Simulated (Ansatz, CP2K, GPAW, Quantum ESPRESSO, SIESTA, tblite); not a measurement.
**GPAW runs on twisted graphene monolayer on bilayer, 77.90° (186 atoms)**

Aim: run twisted graphene monolayer on bilayer, 77.90° (186 atoms) in GPAW and see how near its forces come to a plane-wave reference, and at what cost.

Method: the method is named at each step, in GPAW 26.7.0.

### Step 1. The starting structure

The cell holds 186 atoms: 186 C. Its edges and angles: a = 13.697 Å, b = 13.697 Å, c = 20.690 Å, α = 90.0°, β = 90.0°, γ = 120.0°. It derives from C (graphene). Graphene (a = 2.46 Å) under graphene (a = 2.46 Å), monolayer on bilayer, commensurate cell of 31 unit cells a layer, twist 77.90 deg; facing planes 3.32, 3.37 Å apart as built; 14 Å of vacuum; minimised with a classical potential. Then every atom was moved at random, 0.03 Å r.m.s. a Cartesian component. Regions: layer 1, 62 atoms (62 C); layer 2, 62 atoms (62 C); layer 3, 62 atoms (62 C). Vacuum lies along c.

The yardstick, on the same geometry:

| Item | Value |
| --- | --- |
| method | Kohn-Sham DFT, PBE, PAW, plane waves (Ansatz 0.2.0); cutoff 420 eV, Γ point, fermi-dirac smearing of 0.05 eV; PAW set soft_2 |
| r.m.s. force component | 1.862 eV/Å |
| longest force | 11.36 eV/Å |
| SCF cycles | 10 |
| time | 1.9 min on 4 threads of Arm Neoverse V1, shared host |
| CPU time | 7.3 min |

### Step 2. PBE, LCAO dzp, h 0.2 Å

Method: Kohn-Sham DFT, PBE, PAW, atomic orbitals (dzp).

Contents of run.py:

```python
import numpy as np
from ase.io import read
from gpaw import GPAW, FermiDirac
from ase.parallel import parprint as print

atoms = read("structure.xyz")
atoms.calc = GPAW(
    mode="lcao",
    basis="dzp",
    h=0.2,
    xc="PBE",
    kpts={"size": (1, 1, 1), "gamma": True},
    occupations=FermiDirac(0.05),
    maxiter=200,
    symmetry={"point_group": False},
    txt="gpaw.txt",
)
energy = atoms.get_potential_energy(force_consistent=True)
forces = atoms.get_forces()
print(f"energy {energy:.6f} eV")
print("forces (eV/A)")
for i, (a, f) in enumerate(zip(atoms, forces)):
    print(f"{i:4d} {a.symbol:2s} {f[0]:10.5f} {f[1]:10.5f} {f[2]:10.5f}")
print(f"Fermi level {atoms.calc.get_fermi_level():.4f} eV")
for k in range(len(atoms.calc.get_ibz_k_points())):
    for s in range(atoms.calc.get_number_of_spins()):
        e = atoms.calc.get_eigenvalues(kpt=k, spin=s)
        n = np.searchsorted(e, atoms.calc.get_fermi_level())
        print(f"k {k} spin {s} levels about the Fermi level:", np.round(e[max(n - 6, 0):n], 4).tolist(), "|", np.round(e[n:n + 6], 4).tolist())
```

Contents of structure.xyz:

```xyz
186
Lattice="13.69670 0.00000 0.00000 -6.84835 11.86169 0.00000 0.00000 0.00000 20.69000" Properties=species:S:1:pos:R:3 pbc="T T T"
C 0.23476 1.36979 6.96943
C 1.28585 0.50460 6.95639
C -0.65778 3.73109 6.95681
C 0.40659 2.79402 6.95887
C -1.50314 5.97699 6.93777
C -0.49746 5.05427 6.93549
C -2.41069 8.28812 7.01681
C -1.36426 7.40798 6.97729
C -3.30289 10.56319 7.00750
C -2.16278 9.73952 6.96756
C 2.58354 1.04917 6.94584
C 3.70996 0.09335 6.94543
C 1.77749 3.32685 6.92412
C 2.83042 2.41148 6.91253
C 0.81625 5.58460 6.95432
C 1.97541 4.74978 6.95329
C 0.02486 7.90641 6.97687
C 1.13443 7.02675 6.95618
C -0.85947 10.15954 7.01225
C 0.26099 9.31344 6.90549
C 5.09079 0.65571 6.91584
C -0.68648 11.59172 6.97646
C 4.21400 2.95083 6.93218
C 5.34527 1.99253 6.93322
C 3.25577 5.17585 6.89432
C 4.46280 4.35443 6.95929
C 2.48136 7.53680 6.92225
C 3.57443 6.63235 6.97832
C 1.53293 9.81531 6.99053
C 2.61381 8.93695 7.01598
C 7.52106 0.23830 6.98246
C 1.80057 11.20906 6.96819
C 6.62735 2.50626 6.95267
C 7.74761 1.65743 6.95205
C 5.73001 4.91525 6.94336
C 6.86602 3.92219 6.97853
C 4.89205 7.09543 6.96177
C 6.00635 6.22798 6.96115
C 3.96170 9.45816 6.98701
C 5.11729 8.53650 6.96446
C 3.08950 11.72564 6.91812
C 4.16126 10.83340 6.99301
C 9.11659 2.17484 6.93343
C 10.15104 1.23623 6.91480
C 8.16234 4.48858 6.95660
C 9.22815 3.59267 6.95887
C 7.27733 6.75760 6.99819
C 8.38676 5.89146 6.97460
C 6.40074 9.03908 6.97108
C 7.51867 8.13688 6.92453
C 5.54600 11.35365 6.99032
C 6.65324 10.48751 6.92515
C 11.49139 1.78898 6.97460
C 12.54748 0.87077 6.96053
C 10.58762 4.05041 6.95287
C 11.68068 3.20455 6.94667
[... 126 atom lines left out ...]
C -2.07300 4.67327 13.71726
C -1.72667 3.31404 13.72326
C -0.47822 2.84242 13.72140
C -0.25750 1.42150 13.74664
```

The run is started by

```console
OMP_NUM_THREADS=1 mpirun -np 4 gpaw python run.py > output.txt
```

Log:

```text
energy -1648.395720 eV
forces (eV/A)
   0 C    -3.89132    1.85816   -0.17670
   1 C     2.04633   -0.05718    0.01657
   2 C    -2.39858   -4.97460   -0.11759
   3 C     2.24678    0.48576   -0.14156
   4 C    -4.75872    1.68370    0.40722
   5 C     3.40307    3.40927    0.02728
   6 C    -1.84523    2.34101   -0.75227
   7 C     4.16913   -1.67064   -0.03714
   8 C    -1.04485    0.64726   -0.71363
   9 C    -1.80637   -3.57451    0.71145
  10 C     2.23011   -2.87517   -0.18965
  11 C     0.91749    2.88849    0.03643
  12 C    -2.56304   -0.23880    0.23715
  13 C     2.66648    2.07178    0.11918
  14 C     2.61958    2.05102   -0.07861
  15 C    -2.70089   -2.39206   -0.46506
  16 C    -0.90775    0.34177   -0.56728
  17 C    -1.14452   -1.83566   -0.20963
  18 C     0.48757    2.94189   -0.94211
  19 C    -2.16983   -1.53587    1.15352
  20 C    -2.15521   -3.80715    0.39218
  21 C     1.92368   -0.07567   -0.00743
  22 C     0.36425   -1.86344   -0.05269
  23 C    -3.02765    3.34965   -0.10277
[...]
178 C     3.57070   -0.00892    0.13664
 179 C    -3.15787   -0.84608   -0.38833
 180 C    -3.90174    0.72850    0.30064
 181 C    -0.89828    0.65036    0.36726
 182 C     5.55166    2.70469    0.07199
 183 C    -4.20401    0.40017    0.00150
 184 C     5.71686   -1.07902   -0.07715
 185 C     0.57156   -0.25303   -0.47572
Fermi level 0.7630 eV
k 0 spin 0 levels about the Fermi level: [-0.7226, -0.6588, -0.6321, -0.614, -0.5539, -0.4762] | [2.2421, 2.3205, 2.3744, 2.413, 2.424, 2.458]
```

gpaw.txt:

```text
Input parameters:
  mode=LCAO(),
  basis={'default': 'dzp'},
  h=0.2,
  kpts=MonkhorstPack(size=(1, 1, 1), gamma=True),
  maxiter=200,
  occupations=Occupations(name='fermi-dirac', width=0.05, fixmagmom=False),
  symmetry=Symmetry(point_group=False),
  xc=XC(name='PBE')
Unit cell  # Å
| periodic |         x |         y |         z |   lengths |     angles |
|----------|-----------|-----------|-----------|-----------|------------|
|      yes | 13.696700 |  0.000000 |  0.000000 | 13.696700 |  90.000000 |
|      yes | -6.848350 | 11.861690 |  0.000000 | 13.696700 |  90.000000 |
|      yes |  0.000000 |  0.000000 | 20.690000 | 20.690000 | 120.000000 |
Number of symmetries: 1
Symmetry operations  # r_c * U_cc + t_c -> r_c
|   | kind |            matrix            |
|---|------|------------------------------|
| 0 |  E   |  1, 0, 0,  0, 1, 0,  0, 0, 1 |
BZ-sampling:
  Number of BZ points: 1
  Number of IBZ points: 1
  Monkhorst-Pack size: [1, 1, 1]
  Monkhorst-Pack shift: [0, 0, 0]
[... lines left out ...]
eigensolver:
density mixing:
  MSR1-Mixer
occupation numbers:
  Fermi-Dirac:
    width: 0.0500  # eV
FastPoissonSolver using
    Stencil: 8*3+1=25 point O(h^6) finite-difference Laplacian
xc functional:
  name: PBE with 2 nearest neighbor stencil
interpolation: tri-quintic # 5. degree polynomial
Initialization done in: 5.374 s
convergence criteria:
- Maximum [total energy] change in last 3 cyles: 0.0005 eV / valence electron
- Maximum integral of absolute [dens]ity change: 0.0001 electrons / valence electron
- Maximum integral of absolute [eigenst]ate change: 4e-08 eV^2 / valence electron
maximum number of iterations: 200
SCF iterations
|iter     |      energy | eigst |  dens |
|---------|-------------|-------|-------|
|iter:   1|-1677.024547 |      c|       |
|iter:   2|-1672.728445 |      c| -0.90 |
|iter:   3|-1648.034269 |      c| -0.93 |
|iter:   4|-1648.456520 |      c| -1.59 |
|iter:   5|-1648.570138 |      c| -2.14 |
|iter:   6|-1648.404797c|      c| -2.30 |
|iter:   7|-1648.395944c|      c| -3.05 |
|iter:   8|-1648.395879c|      c| -3.78 |
|iter:   9|-1648.395732c|      c| -3.95 |
|iter:  10|-1648.395720c|      c| -4.37c|
Converged in 10 steps
SCF loop duration: 114.158 s (11.416 s/step)
Energy contributions relative to reference atoms: (reference = -191138.829479)
Energy contributions:
  Kinetic:        1430.317401
  Coulomb:       -1467.035129
  Zero:             36.080198
  External:          0.000000
  Xc:            -1647.758189
  Entropy:          -0.000000
  Spinorbit:         0.000000
  ----------------------------
  Free energy:   -1648.395720
  Extrapolated:  -1648.395720
dipole moment: (49.928942, -34.429011, 0.004671)  # |e|*Ang
Fermi level: 0.763
Eigenvalues  # (at kpt = [0.000, 0.000, 0.000])
| band index |      eig [eV] | occ [0-2] |
|------------|---------------|-----------|
|          0 |       -18.875 |     2.000 |
|        ... |               |           |
|        364 |        -0.740 |     2.000 |
|        365 |        -0.724 |     2.000 |
[...]
|        379 |         2.509 |     0.000 |
|        ... |               |           |
|        450 |         8.527 |     0.000 |
Gap: 2.718 eV
Transition (v -> c):
  (s=0, k=0, n=371, [0.00, 0.00, 0.00]) -> (s=0, k=0, n=372, [0.00, 0.00, 0.00])
No difference between direct/indirect transitions
Force computation time: 15.441  # s
timing:  # [seconds]
  Total:  134.980  # ━━━━━━━━━━━━━━━━━━━━━━━━━━━━━━━━━━━━━━━━━━━━━━━━━━━━━━━━
  Init:     5.373  # ━━
  SCF:    114.158  # ━━━━━━━━━━━━━━━━━━━━━━━━━━━━━━━━━━━━━━━━━━━━━━━╸
  Forces:  15.441  # ━━━━━━╸
```

Wall time 2.3 min (4 MPI ranks of Arm Neoverse V1, shared host); peak memory 4 GiB.

Banners, paths, timers and routine set-up lines are dropped from the logs unmarked, and long logs keep their key lines alone; longer cuts are marked.

Compared with the plane-wave run:

```
r.m.s. force component                  : 1.976 eV/Å
r.m.s. difference of force components   : 131.5 meV/Å
longest difference of force vectors     : 811.9 meV/Å
force difference over r.m.s. force      : 7.058 %
slope of forces against the reference's : 1.06
correlation of force components         : 0.9994
```

A closer look about C129, which bears the longest force: 10 atoms, nearest first, numbered in the order of the input, with positions taken from that point.

```
atom      x      y      z  distance (Å)  bonds     Fx     Fy  Fz (eV/Å)
C129   0.00   0.00   0.00          0.00      3  -9.75  -7.22      -0.12
C168   0.94   0.83  -0.02          1.26      3  10.16   4.99       0.07
C130   0.14  -1.45  -0.03          1.46      3   1.07   1.19       0.65
C158  -1.41   0.46   0.01          1.49      3   0.76  -0.04       0.12
C167   0.78   2.24  -0.02          2.37      3  -0.55   0.97       0.14
C135   2.37   0.31  -0.01          2.39      3  -1.51   1.36      -0.09
C133   1.49  -1.96   0.03          2.46      3  -1.91   0.44      -0.35
C157  -1.61   1.86   0.02          2.46      3  -3.81  -0.55      -0.43
C127  -1.00  -2.31   0.00          2.52      3   3.74  -1.98      -0.14
C125  -2.55  -0.41   0.00          2.58      3   1.74  -1.55       0.22
```

Atoms are counted from 1 here, from 0 in the log.

Forces lie 7.1 % from the reference's, at 1.3 times its CPU time.

### Step 3. PBE, LCAO dzp, h 0.2 Å, other mixer settings

Method: Kohn-Sham DFT, PBE, PAW, atomic orbitals (dzp).

Changes to run.py since step 2:

```diff
@@ -2,3 +2,3 @@
 from ase.io import read
-from gpaw import GPAW, FermiDirac
+from gpaw import GPAW, FermiDirac, Mixer
 from ase.parallel import parprint as print
@@ -13,2 +13,3 @@
     occupations=FermiDirac(0.05),
+    mixer=Mixer(0.03, 7, 100),
     maxiter=200,
```

structure.xyz is that of step 2.

Log:

```text
energy -1648.395731 eV
forces (eV/A)
   0 C    -3.89529    1.85627   -0.17328
   1 C     2.04656   -0.06084    0.01982
   2 C    -2.40088   -4.97386   -0.11505
   3 C     2.24504    0.48668   -0.13848
   4 C    -4.75768    1.68020    0.40742
   5 C     3.40204    3.40901    0.02731
[...]
183 C    -4.20380    0.40429   -0.00135
 184 C     5.71732   -1.07931   -0.07907
 185 C     0.57193   -0.25267   -0.47577
Fermi level 1.0568 eV
k 0 spin 0 levels about the Fermi level: [-0.723, -0.6591, -0.6326, -0.6145, -0.5542, -0.4765] | [2.2418, 2.3201, 2.3739, 2.4126, 2.4236, 2.4576]
```

gpaw.txt:

```text
Input parameters:
  mode=LCAO(),
  basis={'default': 'dzp'},
  h=0.2,
  kpts=MonkhorstPack(size=(1, 1, 1), gamma=True),
  maxiter=200,
[... lines left out ...]
  occupations=Occupations(name='fermi-dirac', width=0.05, fixmagmom=False),
[... lines left out ...]
  Fermi-Dirac:
[... lines left out ...]
convergence criteria:
- Maximum [total energy] change in last 3 cyles: 0.0005 eV / valence electron
[... lines left out ...]
Converged in 14 steps
[... lines left out ...]
  Free energy:   -1648.395731
[... lines left out ...]
Fermi level: 1.057
[... lines left out ...]
|        ... |               |           |
|        364 |        -0.740 |     2.000 |
|        365 |        -0.724 |     2.000 |
[...]
|        379 |         2.509 |     0.000 |
|        ... |               |           |
|        450 |         8.526 |     0.000 |
Gap: 2.718 eV
Transition (v -> c):
  (s=0, k=0, n=371, [0.00, 0.00, 0.00]) -> (s=0, k=0, n=372, [0.00, 0.00, 0.00])
No difference between direct/indirect transitions
Force computation time: 14.545  # s
```

It took 3 min on 4 MPI ranks; peak memory 4 GiB; 12 min of CPU time.

Compared with the plane-wave run:

```
r.m.s. force component                          : 1.977 eV/Å
r.m.s. difference of force components           : 132.9 meV/Å
longest difference of force vectors             : 815.6 meV/Å
force difference over r.m.s. force              : 7.138 %
slope of forces against the reference's         : 1.061
correlation of force components                 : 0.9994
energy less the same-level run's                : -0.0001 meV/atom
r.m.s. force difference from the same-level run : 2.829 meV/Å
```

Against the first run (7.1 %), the force difference from the reference is 7.1 %, at 1.3 times the CPU time: another solver or mixer reaches the same state.

### Step 4. PBE, LCAO sz(dzp), h 0.2 Å

Method: Kohn-Sham DFT, PBE, PAW, atomic orbitals (sz(dzp)).

Changes to run.py since step 3:

```diff
@@ -2,4 +2,3 @@
 from ase.io import read
-from gpaw import GPAW, FermiDirac, Mixer
-from ase.parallel import parprint as print
+from gpaw import GPAW, FermiDirac
 
@@ -8,3 +7,3 @@
     mode="lcao",
-    basis="dzp",
+    basis="sz(dzp)",
     h=0.2,
@@ -13,3 +12,2 @@
     occupations=FermiDirac(0.05),
-    mixer=Mixer(0.03, 7, 100),
     maxiter=200,
```

structure.xyz is that of step 3.

The run is started by

```console
OMP_NUM_THREADS=1 python run.py > output.txt
```

Log:

```text
energy -1406.413686 eV
forces (eV/A)
   0 C    -4.67786    2.09732   -0.00287
   1 C     2.28884   -0.46838    0.16140
   2 C    -2.74649   -5.93597    0.08577
   3 C     2.49689    0.45991    0.01209
   4 C    -5.28478    2.14266    0.44558
   5 C     3.76764    3.76331    0.10993
   6 C    -2.19176    3.18915   -0.39929
   7 C     4.90400   -2.05705    0.08667
   8 C    -1.46788    0.22124   -0.35361
   9 C    -2.18970   -4.11902    0.64728
  10 C     2.59444   -3.48279   -0.00674
  11 C     0.99508    3.62571    0.09175
  12 C    -3.15805   -0.01506    0.31159
  13 C     3.48708    2.40292    0.15754
  14 C     2.53903    2.44759    0.08632
  15 C    -3.54005   -2.51679   -0.17238
  16 C    -1.44843    0.29372   -0.29735
  17 C    -0.89891   -2.38726   -0.06840
  18 C     1.00893    3.16479   -0.51012
  19 C    -2.49655   -1.77449    0.89436
  20 C    -2.95068   -4.55731    0.38847
  21 C     2.08896   -0.28564    0.17831
  22 C     0.28414   -2.40337    0.05716
  23 C    -3.66508    4.14233    0.04452
[...]
178 C     4.33223   -0.02438   -0.04572
 179 C    -4.14666   -0.65616   -0.36939
 180 C    -4.71928    1.09766    0.15010
 181 C    -1.21139    0.60179    0.13020
 182 C     6.59013    3.09228   -0.16218
 183 C    -4.77518    0.72046   -0.13958
 184 C     7.07525   -1.18911   -0.22872
 185 C     0.61798    0.01213   -0.47252
Fermi level -1.1449 eV
k 0 spin 0 levels about the Fermi level: [-3.0118, -2.9956, -2.9541, -2.895, -2.8747, -2.8018] | [0.0613, 0.0859, 0.2071, 0.2185, 0.2636, 0.2676]
```

gpaw.txt:

```text
Input parameters:
  mode=LCAO(),
  basis={'default': 'sz(dzp)'},
  h=0.2,
  kpts=MonkhorstPack(size=(1, 1, 1), gamma=True),
  maxiter=200,
  occupations=Occupations(name='fermi-dirac', width=0.05, fixmagmom=False),
  symmetry=Symmetry(point_group=False),
  xc=XC(name='PBE')
Unit cell  # Å
| periodic |         x |         y |         z |   lengths |     angles |
[... lines left out ...]
  Fermi-Dirac:
[... lines left out ...]
convergence criteria:
- Maximum [total energy] change in last 3 cyles: 0.0005 eV / valence electron
[... lines left out ...]
Converged in 8 steps
[... lines left out ...]
  Free energy:   -1406.413686
  Extrapolated:  -1406.413686
dipole moment: (50.222866, -34.470300, 0.001805)  # |e|*Ang
Fermi level: -1.145
Eigenvalues  # (at kpt = [0.000, 0.000, 0.000])
| band index |      eig [eV] | occ [0-2] |
|------------|---------------|-----------|
|          0 |       -21.659 |     2.000 |
|        ... |               |           |
|        364 |        -3.074 |     2.000 |
|        365 |        -3.069 |     2.000 |
[...]
|        379 |         0.336 |     0.000 |
|        ... |               |           |
|        450 |         7.025 |     0.000 |
Gap: 2.863 eV
Transition (v -> c):
  (s=0, k=0, n=371, [0.00, 0.00, 0.00]) -> (s=0, k=0, n=372, [0.00, 0.00, 0.00])
No difference between direct/indirect transitions
Force computation time: 9.595  # s
timing:  # [seconds]
  Total:  67.865  # ━━━━━━━━━━━━━━━━━━━━━━━━━━━━━━━━━━━━━━━━━━━━━━━━━━━━━━━━━
  Init:   14.686  # ━━━━━━━━━━━━╸
  SCF:    43.543  # ━━━━━━━━━━━━━━━━━━━━━━━━━━━━━━━━━━━━╸
  Forces:  9.595  # ━━━━━━━━
```

Run time: 69 s. Hardware: 1 thread; peak memory 1.4 GiB.

Compared with the plane-wave run:

| Property | Result |
| --- | --- |
| r.m.s. force component | 2.363 eV/Å |
| r.m.s. difference of force components | 576.7 meV/Å |
| longest difference of force vectors | 3135 meV/Å |
| force difference over r.m.s. force | 30.96 % |
| slope of forces against the reference's | 1.257 |
| correlation of force components | 0.9907 |

This is a coarse setting, run to see what it loses.

Against the first run (7.1 %), the force difference from the reference is 31 %, at 0.13 times the CPU time (on 1 against 4 cores), with 744 basis functions against 2418: the smaller basis costs accuracy.

[end of part 1 of 2]

[Also dropped from logs without a mark: logging warnings of Python, and SIESTA's first energy breakdown and zero terms.]

[Logs are printed without paths, hosts, clocks, repeated set-up lines and the standing remarks that a program may print on its own settings, such as how far it seeks lower states.]

[Hosts, paths, dates, database ids (printed as entryN), source tags and the programs' standing remarks are cut or masked in the printed files.]
